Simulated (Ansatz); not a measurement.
# SiC (F-43m): how G0W0 depends on its starting point

How much of the starting functional survives in the G0W0 gap of SiC (F-43m)?

Program: Ansatz 0.2.0. Level of theory: G0W0 on several functionals, plane waves, PAW. Results are calculated unless marked as measured.

This is a report of a sequence of runs, with most program output left out.

In doubt: masses and optical values from hybrid runs of this build are listed as unsure (steps 3, 4), which bears on the screening that GW takes from such a start.

### Step 1. Starting point

Symmetry: F-43m, No. 216, cubic system. Conventional cell: a = 4.358 Å, b = 4.358 Å, c = 4.358 Å, α = 90.00°, β = 90.00°, γ = 90.00°. Si has 4 C at 1.89 Å nearest. Nearest to C lie 4 Si at 1.89 Å. Farther neighbours are not listed.

Coordinates:

```cif
data_structure
_symmetry_space_group_name_H-M 'P 1'
_symmetry_Int_Tables_number 1
_cell_length_a 3.0816
_cell_length_b 3.0816
_cell_length_c 3.0816
_cell_angle_alpha 60.000
_cell_angle_beta 60.000
_cell_angle_gamma 60.000
_cell_volume 20.69
loop_
_atom_site_label
_atom_site_type_symbol
_atom_site_fract_x
_atom_site_fract_y
_atom_site_fract_z
_atom_site_occupancy
Si1 Si 0.00000 0.00000 0.00000 1
C2 C 0.25000 0.25000 0.25000 1
```

The cell and positions come from the Crystallography Open Database and are kept as given unless a step says otherwise. The default PAW set here is soft_2. Its files were made with PBE.

### Step 2. G0W0 on PBE

Now the one-shot GW correction: screening in the RPA, then the self-energy of the levels asked for.

This step: G0W0 on PBE, plane waves, PAW.

The input, input.yaml:

```yaml
crystal:
  lattice:
    - [0.0, 2.179, 2.179]
    - [2.179, 0.0, 2.179]
    - [2.179, 2.179, 0.0]
  atoms:
    - { symbol: Si, position: [0.0, 0.0, 0.0] }
    - { symbol: C, position: [0.25, 0.25, 0.25] }
kpoints:
  mp_grid: { grid: [6, 6, 6] }
hamiltonian:
  xc: pbe
scf:
  occupations: { method: fixed }
gw:
  n_empty_bands: 61
  ecut_chi: 120
  qp_bands: [v2, c2]
  qp_kpoints: band_edges
  screening: { model: contour_deformation }
```

On the command line:

```
ansatz run input.yaml --threads 2 --pin off --max-ram 92160MiB --backend cuda --events-out ev --progress --plain --runs-dir out --devices 1 --max-vram 13GiB  # rebuilt from the run's record
```

The job ended after 5.8 s (1 × NVIDIA H100 80GB HBM3 (shared by 6 runs) with 2 threads of AMD EPYC 7R13 (Zen 3), shared host; peak memory 0.99 GiB).

This step gave:

| Property | Result |
| --- | --- |
| bands summed | 65 |
| RPA ε∞ on this mesh (eigenvalues) | 7.148, 7.148, 7.148 |
| plane waves in the screening matrix | 59 |
| q-points in the mesh | 216 |
| G0W0 gap on the mesh | 2.102 eV |
| k of the valence top | 0, 0, 0 |
| k of the conduction bottom | 0, -0.5, -0.5 |
| starting gap on the mesh | 1.353 eV |
| Z at the valence top | 0.7904 |
| Z at the conduction bottom | 0.8180 |
| least direct G0W0 gap on the computed points | 5.541 eV |

The gap on the mesh goes from 1.35 eV to 2.10 eV, a correction of +0.75 eV. Between the two edge states, bare exchange in place of the xc potential would open the gap by 6.83 eV, and correlation takes back 6.08 eV.

### Step 3. G0W0 on HSE06

The same correction from a different start measures what one shot leaves open.

This step: G0W0 on HSE06, plane waves, PAW.

Changes to input.yaml since step 2:

```diff
@@ -11,3 +11,3 @@
 hamiltonian:
-  xc: pbe
+  xc: hse06
 scf:
```

Run time: 18 s. Hardware: 1 × NVIDIA H100 80GB HBM3 (shared by 6 runs) with 2 threads; peak memory 1.1 GiB; 22 s of CPU time.

This step gave:

- bands summed: 65
- RPA ε∞ on this mesh (eigenvalues): 5.828, 5.828, 5.828
- plane waves in the screening matrix: 59
- q-points in the mesh: 216
- G0W0 gap on the mesh: 2.484 eV
- k of the valence top: 0, 0, 0
- k of the conduction bottom: 0, -0.5, -0.5
- starting gap on the mesh: 2.228 eV
- Z at the valence top: 0.8128
- Z at the conduction bottom: 0.8374
- least direct G0W0 gap on the computed points: 6.027 eV

Against the run with 6×6×6 mesh, 61 empty bands, screening to 120 eV on PBE, the gap moves by +0.38 eV, while the start moved by +0.87 eV.

### Step 4. G0W0 on PBE0

This step: G0W0 on PBE0, plane waves, PAW.

Changes to input.yaml since step 3:

```diff
@@ -11,3 +11,3 @@
 hamiltonian:
-  xc: hse06
+  xc: pbe0
 scf:
```

The job ended after 14 s (1 × NVIDIA H100 80GB HBM3 (shared by 6 runs) with 2 threads; peak memory 1.1 GiB).

This step gave:

```yaml
bands_summed: 65
rpa_eps_infinity_on_this_mesh_eigenvalues: 5.399, 5.399, 5.399
plane_waves_in_the_screening_matrix: 59
g0w0_gap_on_the_mesh: 2.649 eV
k_of_the_valence_top: 0, 0, 0
k_of_the_conduction_bottom: 0, -0.5, -0.5
starting_gap_on_the_mesh: 2.953 eV
least_direct_g0w0_gap_on_the_computed_points: 6.225 eV
```

Against the run with 6×6×6 mesh, 61 empty bands, screening to 120 eV on HSE06, the gap moves by +0.16 eV, while the start moved by +0.73 eV.

### Step 5. The starts together

All on the 6×6×6 mesh with 61 empty bands and screening to 120 eV. Times are wall times on 1 × NVIDIA H100 80GB HBM3 (shared by 6 runs) with 2 threads of AMD EPYC 7R13 (Zen 3), shared host, good to a factor of about two.

```
start  starting gap (eV)  shift (eV)  G0W0 gap (eV)  RPA ε∞ (harmonic mean)  Z (valence, conduction)   time
  PBE               1.35       +0.75           2.10                    7.15               0.79, 0.82  5.8 s
HSE06               2.23       +0.26           2.48                    5.83               0.81, 0.84   18 s
 PBE0               2.95       −0.30           2.65                    5.40               0.82, 0.85   14 s
```

How the two edges are built up, in eV (the quasiparticle level is the starting level plus Σx plus Σc less Vxc):

```
  run               edge  start      Σx     Σc     Vxc     Z     QP
  PBE        valence top   9.49  -18.35   2.14  -15.73  0.79   9.01
  PBE  conduction bottom  10.84   -7.14  -3.94  -11.35  0.82  11.11
HSE06        valence top   8.88  -18.40   2.02  -16.29  0.81   8.79
HSE06  conduction bottom  11.10   -6.93  -3.85  -10.96  0.84  11.27
 PBE0        valence top   8.50  -18.41   1.94  -16.67  0.82   8.70
 PBE0  conduction bottom  11.45   -6.92  -3.78  -10.60  0.85  11.35
```

For a hybrid start, Vxc holds its share of exact exchange.

### Step 6. Summary of results

```json
{"G0W0@PBE": "2.10 eV (start 1.35 eV)", "G0W0@HSE06": "2.48 eV (start 2.23 eV)", "G0W0@PBE0": "2.65 eV (start 2.95 eV)", "known limits": "not at the basis limit"}
```

**Reading.** The starting gaps span 1.60 eV and the G0W0 gaps 0.55 eV. Between PBE and PBE0, 0.55 eV of the 1.60 eV survives, 34 %. PBE0 screens less than PBE (ε∞ 5.40 against 7.15). Of the 0.55 eV by which its G0W0 gap is higher, the correlation part gives +0.36 eV, and exchange with the one-particle terms, which follow the orbitals, +0.19 eV. On PBE0 the correction is negative: that start lies above its own G0W0 value. The smallest correction, +0.26 eV, is on HSE06, the start nearest to reproducing itself, though another is as near within the errors. Bands and cutoff are finite, so the gap is not at the basis limit. The miss can reach some tenths of an eV and take either sign; the mesh is an error of its own.

[Paths, hosts, dates, memory and timing lines, banners, echoed tables and standing remarks are left out of the program output.]

[Logs are printed without paths, hosts, clocks, repeated set-up lines and the standing remarks that a program may print on its own settings, such as how far it seeks lower states.]

[Runs of the session that timed out or met a known fault of the program may be left out.]

[Cells called generated may have been cut or substituted from an entry of the Crystallography Open Database or the Materials Project.]

[Hosts, paths, dates, database ids (printed as entryN), source tags and the programs' standing remarks are cut or masked in the printed files.]
